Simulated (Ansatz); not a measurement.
# ScW, from a guessed structure to a relaxed one

Starting from a made-up structure for ScW, the aim is the relaxed cell, its shortest contacts and, where a second run follows, its electronic structure.

Method: DFT, PBEsol, plane-wave PAW, files of the set soft_1, scalar-relativistic, no spin, cell and ions relaxed at zero pressure; PAW set soft_1, in Ansatz 0.2.0.

## 1. Set-up

It takes space group Cmcm (No. 63, orthorhombic). Conventional cell: a = 3.680 Å, b = 10.461 Å, c = 4.360 Å, α = 90.00°, β = 90.00°, γ = 90.00°. Nearest to W lie 7 Sc at 2.83 to 3.02 Å and 2 W at 2.88 Å. Nearest to Sc lie 7 W at 2.83 to 3.02 Å. Farther neighbours are not listed.

## 2. Relaxing cell and atoms

The guessed cell has no reason to be at equilibrium. It is relaxed with the atoms, within the space group of the guess.

Input file input.yaml:

```yaml
crystal:
  lattice:
    - [1.84, -5.2305, 0.0]
    - [1.84, 5.2305, 0.0]
    - [0.0, 0.0, 4.36]
  atoms:
    - { symbol: W, position: [0.4101, 0.5899, 0.75] }
    - { symbol: W, position: [0.5899, 0.4101, 0.25] }
    - { symbol: Sc, position: [0.1391, 0.8609, 0.75] }
    - { symbol: Sc, position: [0.8609, 0.1391, 0.25] }
kpoints:
  mp_grid: { grid: [8, 8, 6] }
scf:
  occupations: { method: fermi_dirac, width: 0.05 }
hamiltonian:
  xc: pbesol
  pseudopotentials: { kind: paw, azcp: { folder: soft_1 }, xc_functional: pbe }
relax:
  f_tol: 0.015
  max_steps: 70
  cell: {}
output:
  forces: true
  stress: true
```

Run with:

```
ansatz run input.yaml --threads 4 --pin off --max-ram 10240MiB --backend cpu --events-out ev --progress --plain --runs-dir out
```

Numbers of over 12 decimals in the logs are rounded to 6 here.

Log:

```text
Engine: ansatz 0.2.0, aarch64-unknown-linux-gnu
Pseudopotentials: kind: paw
Pseudopotential: W, paw, valence charge 14, recommended cutoff 420 eV (normal), soft_1/W.paw.azcp
Pseudopotential: Sc, paw, valence charge 11, recommended cutoff 420 eV (normal), soft_1/Sc.paw.azcp
Functional definition: PBEsol
  exchange = pbesol_x
  correlation = pbesol_c
Crystal: 4 atoms, lattice volume = 83.922 Å³
Basis set: ecut = 420 eV, 1657 PW (Γ), exchange–correlation on 80×80×60 points (8 copies of the dense FFT grid, shifted against one another)
Bands: 30, of which v1, the nominal top of the filled ones, is band 25 counted from 1 (24 counted from 0)
Symmetry: 8 space group operations
Space group: Cmcm (ITA 63), of the structure as read, at distance tolerance 4.4e-5 Å
k-points: 84 of 384
Non-local potential: W, projectors of the file, l = 0: 3, l = 1: 2, l = 2: 2, l = 3: 1
Non-local potential: Sc, projectors of the file, l = 0: 3, l = 1: 2, l = 2: 3, l = 3: 1
PAW form: soft (Blöchl's): semilocal exchange-correlation on the pseudo side does not see the compensation charge
PAW frozen core: W, regenerated for the run's functional, and the local potential with it (the file was generated under x = pbe(κ = 0.804, μ = 0.219515), c = pbe(β = 0.066725))
PAW frozen core: Sc, regenerated for the run's functional, and the local potential with it (the file was generated under x = pbe(κ = 0.804, μ = 0.219515), c = pbe(β = 0.066725))
PAW one-centre angular grid: W, 590 points (default); XC on 64 Gauss nodes
PAW one-centre angular grid: Sc, 590 points (default); XC on 64 Gauss nodes
Initial density: superposition of atomic densities (chi_scale 0.1, normalization cell, long waves kept (reshape's long-wave potential 0.00 eV rms))
Initial wavefunctions: pseudopotential atomic-orbital guess
Functional: x = pbesol(κ = 0.804, μ = 0.123457), c = pbesol(β = 0.046)
SCF iter   1: F=—  HF=-24738.294913 eV  |F-HF|=—  |Δ(HF+E_count)|=         —  Δρ=1.18e-1  dr2=2.53e1  ethr=3.10e-3  ⟨swp⟩=3.8  Hψ=8512  notcnv=0
preconditioner: auto → Kerker (q_TF=auto, 2.503 Å⁻¹)  [metal: Δε(μ)=0.013 eV  Ē_g=2.817 eV  σ=0.050 eV  W_gap=0.06  n_scr=26 (ndim 8)  ℏωp=17.2 eV  f_vac=0.000  D(μ)=6.42/eV (n_scr^D=68)]
SCF iter   2: F=—  HF=-24735.191217 eV  |F-HF|=—  |Δ(HF+E_count)|=    3.10e0  Δρ=4.53e-2  dr2=3.61e0  ethr=3.10e-3  ⟨swp⟩=4.0  Hψ=5945  notcnv=0
SCF iter   3: F=—  HF=-24734.586868 eV  |F-HF|=—  |Δ(HF+E_count)|=   6.04e-1  Δρ=7.71e-3  dr2=7.98e-2  ethr=3.10e-3  ⟨swp⟩=3.0  Hψ=4231  notcnv=0
SCF iter   4: F=—  HF=-24734.578355 eV  |F-HF|=—  |Δ(HF+E_count)|=   8.51e-3  Δρ=2.22e-3  dr2=3.34e-3  ethr=1.60e-4  ⟨swp⟩=2.4  Hψ=3991  notcnv=0
SCF iter   5: F=—  HF=-24734.577883 eV  |F-HF|=—  |Δ(HF+E_count)|=   4.72e-4  Δρ=3.96e-4  dr2=1.37e-4  ethr=6.69e-6  ⟨swp⟩=2.4  Hψ=4022  notcnv=0
SCF iter   6: F=—  HF=-24734.577860 eV  |F-HF|=—  |Δ(HF+E_count)|=   2.32e-5  Δρ=1.02e-4  dr2=1.30e-5  ethr=2.73e-7  ⟨swp⟩=2.0  Hψ=3209  notcnv=0
SCF iter   7: F=—  HF=-24734.577891 eV  |F-HF|=—  |Δ(HF+E_count)|=   3.10e-5  Δρ=2.17e-5  dr2=4.38e-7  ethr=2.60e-8  ⟨swp⟩=2.0  Hψ=3210  notcnv=0
SCF iter   8: F=-24734.577891 eV  HF=-24734.577891 eV  |F-HF|=1.10e-8  |Δ(HF+E_count)|=   5.46e-8  Δρ=6.31e-6  dr2=2.48e-8  ethr=2.00e-10  ⟨swp⟩=4.0  Hψ=8075  notcnv=0
SCF 1 converged in 8 iterations: F = -24734.577891 eV  dr2 = 2.48e-8
  greatest PAW one-centre occupation: 0.999 electrons in one spin orbital (limit 2), on the W atom at site 1 (counted from 0), in its partial waves of l = 0
relax step   1: F+E_penalty+E_count = -24734.57789066 eV  Δ(F+E_penalty+E_count) = +0.000e0 eV  max|allowed force component| = 3.127e0 eV/Å  Δτ_max = 0.0000 Å  P = -11.826 GPa  Ω = 83.922 Å³  (8 SCF iters, dr2 threshold 1.00e-7 eV, accepted)
Crystal: 4 atoms, lattice volume = 78.491 Å³
Basis set: ecut = 420 eV, 1525 PW (Γ), exchange–correlation on 80×80×60 points (8 copies of the dense FFT grid, shifted against one another)
Initial density: handed on by an earlier stage of this run
Initial wavefunctions: those handed on with the density
iter 1 solved again at ethr=6.86e-4 eV; its pass at ethr=3.10e-3 eV (dr2=3.43e-1 eV) is discarded
SCF iter   1: F=—  HF=-24735.718821 eV  |F-HF|=—  |Δ(HF+E_count)|=         —  Δρ=1.90e-2  dr2=3.48e-1  ethr=6.86e-4  ⟨swp⟩=1.0  Hψ=13943  notcnv=0
preconditioner: auto → Kerker (q_TF=auto, 2.531 Å⁻¹)  [metal: Δε(μ)=0.006 eV  Ē_g=3.373 eV  σ=0.050 eV  W_gap=0.03  n_scr=22 (ndim 8)  ℏωp=17.8 eV  f_vac=0.000  D(μ)=4.73/eV (n_scr^D=44)]
SCF iter   2: F=—  HF=-24735.662971 eV  |F-HF|=—  |Δ(HF+E_count)|=   5.58e-2  Δρ=1.06e-2  dr2=1.26e-1  ethr=6.86e-4  ⟨swp⟩=1.7  Hψ=2629  notcnv=0
SCF iter   3: F=—  HF=-24735.632822 eV  |F-HF|=—  |Δ(HF+E_count)|=   3.01e-2  Δρ=1.53e-3  dr2=3.04e-3  ethr=2.52e-4  ⟨swp⟩=2.1  Hψ=3628  notcnv=0
SCF iter   4: F=—  HF=-24735.632250 eV  |F-HF|=—  |Δ(HF+E_count)|=   5.72e-4  Δρ=4.02e-4  dr2=1.73e-4  ethr=6.08e-6  ⟨swp⟩=2.0  Hψ=3216  notcnv=0
SCF iter   5: F=—  HF=-24735.632244 eV  |F-HF|=—  |Δ(HF+E_count)|=   6.66e-6  Δρ=9.03e-5  dr2=7.64e-6  ethr=3.46e-7  ⟨swp⟩=2.2  Hψ=3258  notcnv=0
SCF iter   6: F=—  HF=-24735.632243 eV  |F-HF|=—  |Δ(HF+E_count)|=   9.57e-7  Δρ=2.14e-5  dr2=4.18e-7  ethr=1.53e-8  ⟨swp⟩=2.0  Hψ=3159  notcnv=0
SCF iter   7: F=-24735.632243 eV  HF=-24735.632243 eV  |F-HF|=1.00e-8  |Δ(HF+E_count)|=   2.20e-8  Δρ=5.11e-6  dr2=2.57e-8  ethr=8.00e-10  ⟨swp⟩=3.9  Hψ=7421  notcnv=0
SCF 2 converged in 7 iterations: F = -24735.632243 eV  dr2 = 2.57e-8
relax step   2: F+E_penalty+E_count = -24735.63224275 eV  Δ(F+E_penalty+E_count) = -1.054e0 eV  max|allowed force component| = 8.271e-1 eV/Å  Δτ_max = 0.1950 Å  P = +0.299 GPa  Ω = 78.491 Å³  energy of the carried Pulay correction = +8.223e-4 eV  (7 SCF iters, dr2 threshold 4.00e-7 eV, accepted)
Crystal: 4 atoms, lattice volume = 77.046 Å³
Basis set: ecut = 420 eV, 1511 PW (Γ), exchange–correlation on 80×80×60 points (8 copies of the dense FFT grid, shifted against one another)
SCF iter   1: F=—  HF=-24736.382744 eV  |F-HF|=—  |Δ(HF+E_count)|=         —  Δρ=2.59e-2  dr2=2.24e0  ethr=3.10e-3  ⟨swp⟩=7.7  Hψ=11283  notcnv=0
preconditioner: auto → Kerker (q_TF=auto, 2.539 Å⁻¹)  [metal: Δε(μ)=0.015 eV  Ē_g=3.265 eV  σ=0.050 eV  W_gap=0.07  n_scr=22 (ndim 8)  ℏωp=17.9 eV  f_vac=0.000  D(μ)=4.38/eV (n_scr^D=44)]
SCF iter   2: F=—  HF=-24736.106396 eV  |F-HF|=—  |Δ(HF+E_count)|=   2.76e-1  Δρ=1.37e-2  dr2=6.27e-1  ethr=3.10e-3  ⟨swp⟩=1.6  Hψ=3315  notcnv=0
SCF iter   3: F=—  HF=-24735.986447 eV  |F-HF|=—  |Δ(HF+E_count)|=   1.20e-1  Δρ=2.27e-3  dr2=8.52e-3  ethr=1.25e-3  ⟨swp⟩=2.0  Hψ=3657  notcnv=0
SCF iter   4: F=—  HF=-24735.983968 eV  |F-HF|=—  |Δ(HF+E_count)|=   2.48e-3  Δρ=6.90e-4  dr2=7.47e-4  ethr=1.70e-5  ⟨swp⟩=2.1  Hψ=3472  notcnv=0
SCF iter   5: F=—  HF=-24735.983721 eV  |F-HF|=—  |Δ(HF+E_count)|=   2.46e-4  Δρ=1.44e-4  dr2=1.78e-5  ethr=1.49e-6  ⟨swp⟩=2.0  Hψ=3265  notcnv=0
SCF iter   6: F=—  HF=-24735.983740 eV  |F-HF|=—  |Δ(HF+E_count)|=   1.87e-5  Δρ=3.36e-5  dr2=7.24e-7  ethr=3.56e-8  ⟨swp⟩=2.0  Hψ=3360  notcnv=0
SCF iter   7: F=-24735.983740 eV  HF=-24735.983740 eV  |F-HF|=2.13e-8  |Δ(HF+E_count)|=   2.03e-8  Δρ=7.31e-6  dr2=4.35e-8  ethr=8.00e-10  ⟨swp⟩=4.0  Hψ=7635  notcnv=0
SCF 3 converged in 7 iterations: F = -24735.983740 eV  dr2 = 4.35e-8
relax step   3: F+E_penalty+E_count = -24735.98373996 eV  Δ(F+E_penalty+E_count) = -3.515e-1 eV  max|allowed force component| = 7.494e-1 eV/Å  Δτ_max = 0.1917 Å  P = +1.445 GPa  Ω = 77.046 Å³  energy of the carried Pulay correction = +1.050e-3 eV  (7 SCF iters, dr2 threshold 4.00e-7 eV, accepted)
[... from here on, the SCF cycles and remarks between the steps are left out ...]
relax step   4: F+E_penalty+E_count = -24736.22221983 eV  Δ(F+E_penalty+E_count) = -2.385e-1 eV  max|allowed force component| = 2.393e-1 eV/Å  Δτ_max = 0.0876 Å  P = -0.481 GPa  Ω = 75.605 Å³  energy of the carried Pulay correction = +1.282e-3 eV  (6 SCF iters, dr2 threshold 4.00e-7 eV, accepted)
relax step   5: F+E_penalty+E_count = -24736.39370830 eV  Δ(F+E_penalty+E_count) = -1.715e-1 eV  max|allowed force component| = 5.277e-2 eV/Å  Δτ_max = 0.0778 Å  P = +1.603 GPa  Ω = 73.782 Å³  energy of the carried Pulay correction = +1.581e-3 eV  (7 SCF iters, dr2 threshold 4.00e-7 eV, accepted)
relax step   6: F+E_penalty+E_count = -24736.43424400 eV  Δ(F+E_penalty+E_count) = -4.054e-2 eV  max|allowed force component| = 2.038e-1 eV/Å  Δτ_max = 0.0203 Å  P = +0.249 GPa  Ω = 74.428 Å³  energy of the carried Pulay correction = +1.474e-3 eV  (6 SCF iters, dr2 threshold 4.00e-7 eV, accepted)
relax step   7: F+E_penalty+E_count = -24736.47223270 eV  Δ(F+E_penalty+E_count) = -3.799e-2 eV  max|allowed force component| = 2.840e-1 eV/Å  Δτ_max = 0.0056 Å  P = +0.052 GPa  Ω = 74.172 Å³  energy of the carried Pulay correction = +1.517e-3 eV  (6 SCF iters, dr2 threshold 4.00e-7 eV, accepted)
relax step   8: F+E_penalty+E_count = -24736.44518817 eV  Δ(F+E_penalty+E_count) = +2.704e-2 eV  max|allowed force component| = 1.427e-1 eV/Å  Δτ_max = 0.0369 Å  P = +1.199 GPa  Ω = 72.808 Å³  energy of the carried Pulay correction = +1.744e-3 eV  (6 SCF iters, dr2 threshold 4.00e-7 eV, rejected (line search))
relax step   9: F+E_penalty+E_count = -24736.49662971 eV  Δ(F+E_penalty+E_count) = -2.440e-2 eV  max|allowed force component| = 4.778e-2 eV/Å  Δτ_max = 0.0169 Å  P = -0.285 GPa  Ω = 73.687 Å³  energy of the carried Pulay correction = +1.597e-3 eV  (9 SCF iters, accepted)
relax step  10: F+E_penalty+E_count = -24736.50272414 eV  Δ(F+E_penalty+E_count) = -6.094e-3 eV  max|allowed force component| = 2.724e-2 eV/Å  Δτ_max = 0.0130 Å  P = +0.293 GPa  Ω = 73.030 Å³  energy of the carried Pulay correction = +1.707e-3 eV  (6 SCF iters, dr2 threshold 4.00e-7 eV, accepted)
relax step  11: F+E_penalty+E_count = -24736.50307433 eV  Δ(F+E_penalty+E_count) = -3.502e-4 eV  max|allowed force component| = 1.560e-2 eV/Å  Δτ_max = 0.0048 Å  P = -0.478 GPa  Ω = 73.363 Å³  energy of the carried Pulay correction = +1.651e-3 eV  (5 SCF iters, dr2 threshold 4.00e-7 eV, accepted)
relax step  12: F+E_penalty+E_count = -24736.50366881 eV  Δ(F+E_penalty+E_count) = -5.945e-4 eV  max|allowed force component| = 2.249e-3 eV/Å  Δτ_max = 0.0021 Å  P = -0.006 GPa  Ω = 73.126 Å³  energy of the carried Pulay correction = +1.690e-3 eV  (5 SCF iters, dr2 threshold 4.00e-7 eV, accepted)
Basis set: ecut = 420 eV, 1417 PW (Γ), exchange–correlation on 80×80×64 points (8 copies of the dense FFT grid, shifted against one another)
Initial wavefunctions: pseudopotential atomic-orbital guess (no wavefunctions were taken with the density)
iter 1 solved again at ethr=5.91e-8 eV; its pass at ethr=3.10e-3 eV (dr2=2.96e-5 eV) is discarded
SCF iter   1: F=—  HF=-24736.504042 eV  |F-HF|=—  |Δ(HF+E_count)|=         —  Δρ=2.73e-4  dr2=3.86e-6  ethr=5.91e-8  ⟨swp⟩=3.0  Hψ=14633  notcnv=0
preconditioner: auto → Kerker (q_TF=auto, 2.561 Å⁻¹)  [metal: Δε(μ)=0.017 eV  Ē_g=3.347 eV  σ=0.050 eV  W_gap=0.08  n_scr=14 (ndim 8)  ℏωp=18.4 eV  f_vac=0.000  D(μ)=3.74/eV (n_scr^D=36)]
SCF iter   2: F=—  HF=-24736.504004 eV  |F-HF|=—  |Δ(HF+E_count)|=   3.79e-5  Δρ=1.41e-4  dr2=1.07e-6  ethr=7.72e-9  ⟨swp⟩=1.5  Hψ=2844  notcnv=0
SCF iter   3: F=—  HF=-24736.504006 eV  |F-HF|=—  |Δ(HF+E_count)|=   2.45e-6  Δρ=2.16e-5  dr2=4.75e-7  ethr=2.14e-9  ⟨swp⟩=2.0  Hψ=3191  notcnv=0
SCF iter   4: F=—  HF=-24736.504006 eV  |F-HF|=—  |Δ(HF+E_count)|=   1.50e-8  Δρ=3.15e-6  dr2=7.42e-9  ethr=9.50e-10  ⟨swp⟩=2.0  Hψ=2901  notcnv=0
SCF iter   5: F=—  HF=-24736.504006 eV  |F-HF|=—  |Δ(HF+E_count)|=  9.75e-10  Δρ=6.16e-7  dr2=5.66e-10  ethr=1.48e-11  ⟨swp⟩=2.2  Hψ=3322  notcnv=0
SCF iter   6: F=-24736.504006 eV  HF=-24736.504006 eV  |F-HF|=1.46e-11  |Δ(HF+E_count)|=  7.64e-11  Δρ=1.47e-7  dr2=1.91e-11  ethr=1.00e-12  ⟨swp⟩=2.9  Hψ=8364  notcnv=0
SCF 13 converged in 6 iterations: F = -24736.504006 eV  dr2 = 1.91e-11
relax step  13: F+E_penalty+E_count = -24736.50400638 eV  Δ(F+E_penalty+E_count) = -3.376e-4 eV  max|allowed force component| = 2.110e-3 eV/Å  Δτ_max = 0.0000 Å  P = -0.000 GPa  Ω = 73.126 Å³  stress off target by 2.19e-2 GPa  SCF on the basis re-selected at this cell (its energy is not comparable with the rows above)  (6 SCF iters)
basis re-selected at this cell: Δ(F+E_penalty+E_count) = -3.376e-4 eV, ΔP = +0.006 GPa vs the last step (what re-selecting the basis moved, of the pressure what is left beyond the Pulay correction that the steps carried, after the strain that the cell walked since its last selection, with what the two solves' SCF thresholds leave and, on support functions, any second-order correction that the steps lacked; it is no measure of the basis error at this ecutwfc). The dense FFT grid was sized anew with the basis: this SCF ran on 40×40×32 points, the steps before it on 40×40×30, so part of this shift can come from that change (see relax.cell in the input reference). [rest of the remark cut]
SCF converged after 6 iterations
Free energy (F): -24736.504006 eV
Harris-Foulkes:  -24736.504006 eV  (|F-HF|=1.46e-11)
Internal energy: -24736.472386 eV  (E = F + TS)
E sigma→0 (E₀):  -24736.488196 eV
Entropy (-TS):   -0.031621 eV (-7.905 meV/atom)
Fermi energy:    15.842606 eV
--- Per-component energies (eV) ---
  E_band       = -525.470912
  E_kinetic    = 1261.909418
  E_local      = -2890.186568  (includes V_loc(G=0)·N_el)
  E_nonlocal   = 243.652241
  E_hartree    = 1102.924616
  E_xc         = -701.707279
  E_vxc        = -672.148388  (∫ρ·V_xc dr)
  E_paw        = -18836.801288  (= ΣΔE_a)
  E_vpaw       = -674.547278  (= ΣTr[D̂ρ^β])
  E_aug_tail   = 0.000379  (compensation charges beyond the density's cutoff)
  E_ewald      = -4916.965670
  E_core_change = 0.701766  (= ΣΔE_core)
  E_smearing   = -0.031621  (= −TS)
  E_closure    = -0.000000  (closes the sum)
  Σ components = -24736.504006   (vs F -24736.504006, Δ=0.00e0)
--- Forces (eV/Å), atoms counted from 1 ---
  atom   1  W      0.00000000    -0.00211031    -0.00000000
  atom   2  W      0.00000000     0.00211031     0.00000000
  atom   3  Sc     0.00000000    -0.00192944     0.00000000
  atom   4  Sc     0.00000000     0.00192944    -0.00000000
  max |Σ_I F_I| component: 6.51e-19 eV/Å
--- Stress (GPa, compression-positive) ---
       -0.018306       0.000000       0.000000
        0.000000       0.021905       0.000000
        0.000000       0.000000      -0.003690
  P = ⅓ Tr σ = -0.0000 GPa (-0.000 kbar)
--- Relaxed structure (12 steps of the walk, 11 accepted, 1 SCFs on fresh bases) ---
  F+E_penalty+E_count = -24736.50400638 eV   max|allowed force component| = 2.110e-3 eV/Å   (the final SCF, on the basis selected at the relaxed cell)
  cell:  # Å, volume = 73.1263 Å³
    - [1.407214, -5.733170, 0.0]
    - [1.407214, 5.733170, 0.0]
    - [0.0, 0.0, 4.531985]
  atoms:
    - { symbol: W, position: [0.438821, 0.561179, 0.750000] }
    - { symbol: W, position: [0.561179, 0.438821, 0.25] }
    - { symbol: Sc, position: [0.175997, 0.824003, 0.750000] }
    - { symbol: Sc, position: [0.824003, 0.175997, 0.25] }
```

Run time: 39 s. Hardware: 4 threads of Arm Neoverse V1, shared host; peak memory 0.53 GiB.

Step by step:

```csv
step,energy less that of the first step (eV),largest force component (eV/Å),pressure (GPa),volume (Å³)
1,0.0000,3.1271,-11.83,83.92
2,-1.0544,0.8271,0.30,78.49
3,-1.4058,0.7494,1.45,77.05
4,-1.6443,0.2393,-0.48,75.61
5,-1.8158,0.0528,1.60,73.78
6,-1.8564,0.2038,0.25,74.43
7,-1.8943,0.2840,0.05,74.17
8,-1.8673,0.1427,1.20,72.81
9,-1.9187,0.0478,-0.28,73.69
10,-1.9248,0.0272,0.29,73.03
11,-1.9252,0.0156,-0.48,73.36
12,-1.9258,0.0022,-0.01,73.13
13*,-1.9261,0.0021,0.00,73.13
```

Relaxation steps marked * repeat the geometry before them on a plane-wave basis chosen anew for their cell, so energy and pressure can jump there. Relaxation step 8 was tried and not accepted.

Forces are held to the 8 operations that the run works with; a distortion that breaks them can't arise in this run.

```
     cell as run  before   after   change
           a (Å)   5.545   5.903   +6.5 %
           b (Å)   5.545   5.903   +6.5 %
           c (Å)   4.360   4.532   +3.9 %
           γ (°)  141.24  152.42   +7.9 %
volume (Å³/atom)   20.98   18.28  -12.9 %
```

The atoms that moved most (Å, as changes of fractional coordinates times the final cell):

| atom | dx | dy | dz | length |
| --- | --- | --- | --- | --- |
| Sc4 | 0.000 | 0.423 | 0.000 | 0.423 |
| Sc3 | 0.000 | -0.423 | 0.000 | 0.423 |
| W2 | 0.000 | 0.329 | 0.000 | 0.329 |
| W1 | 0.000 | -0.329 | 0.000 | 0.329 |

Final coordinates:

```cif
data_structure
_symmetry_space_group_name_H-M 'P 1'
_symmetry_Int_Tables_number 1
_cell_length_a 5.9033
_cell_length_b 5.9033
_cell_length_c 4.5320
_cell_angle_alpha 90.000
_cell_angle_beta 90.000
_cell_angle_gamma 152.419
_cell_volume 73.13
loop_
_atom_site_label
_atom_site_type_symbol
_atom_site_fract_x
_atom_site_fract_y
_atom_site_fract_z
_atom_site_occupancy
W1 W 0.43882 0.56118 0.75000 1
W2 W 0.56118 0.43882 0.25000 1
Sc3 Sc 0.17600 0.82400 0.75000 1
Sc4 Sc 0.82400 0.17600 0.25000 1
```

Numbers from this step:

| Property | Result |
| --- | --- |
| free energy | -24736.5040 eV |
| energy at zero smearing | -24736.4882 eV |
| smearing term TS | 0.03162 eV |
| Fermi energy | 15.84 eV |
| electrons | 50 |
| symmetry operations | 8 |
| pressure | -3.08e-5 GPa |

The shortest distance of each pair, which need not be the same contact before and after:

| pair | guess (Å) | relaxed (Å) |
| --- | --- | --- |
| W–W | 2.879 | 2.665 |
| Sc–Sc | 3.636 | 2.814 |
| Sc–W | 2.835 | 2.975 |

The relaxation ends with a largest force component of 0.0021 eV/Å and a pressure of 0.00 GPa.

## 3. Outcome

* space group, relaxed: Cmcm
* conventional cell: a = 2.814, b = 11.466, c = 4.532 Å; α = 90.0°, β = 90.0°, γ = 90.0°
* volume per atom: 18.28 Å³ (guess 20.98)

In words: ScW relaxes to Cmcm with a = 2.814, b = 11.466 and c = 4.532 Å. The guessed volume was 15 % too large. The space group Cmcm was held in the relaxation, so the end point is a stationary structure within it and may be a saddle against distortions or other arrangements. Mesh and cutoff weren't tested. Spin-orbit coupling is left out, which can matter for elements this heavy. No dispersion term is used, so weakly bound directions may come out too long. The runs have no spin, and magnetism wasn't tested. Nothing here tests whether the compound is stable against decomposition.

[Logs are printed without paths, hosts, clocks, repeated set-up lines and the standing remarks that a program may print on its own settings, such as how far it seeks lower states.]

[Hosts, paths, dates, database ids (printed as entryN), source tags and the programs' standing remarks are cut or masked in the printed files.]
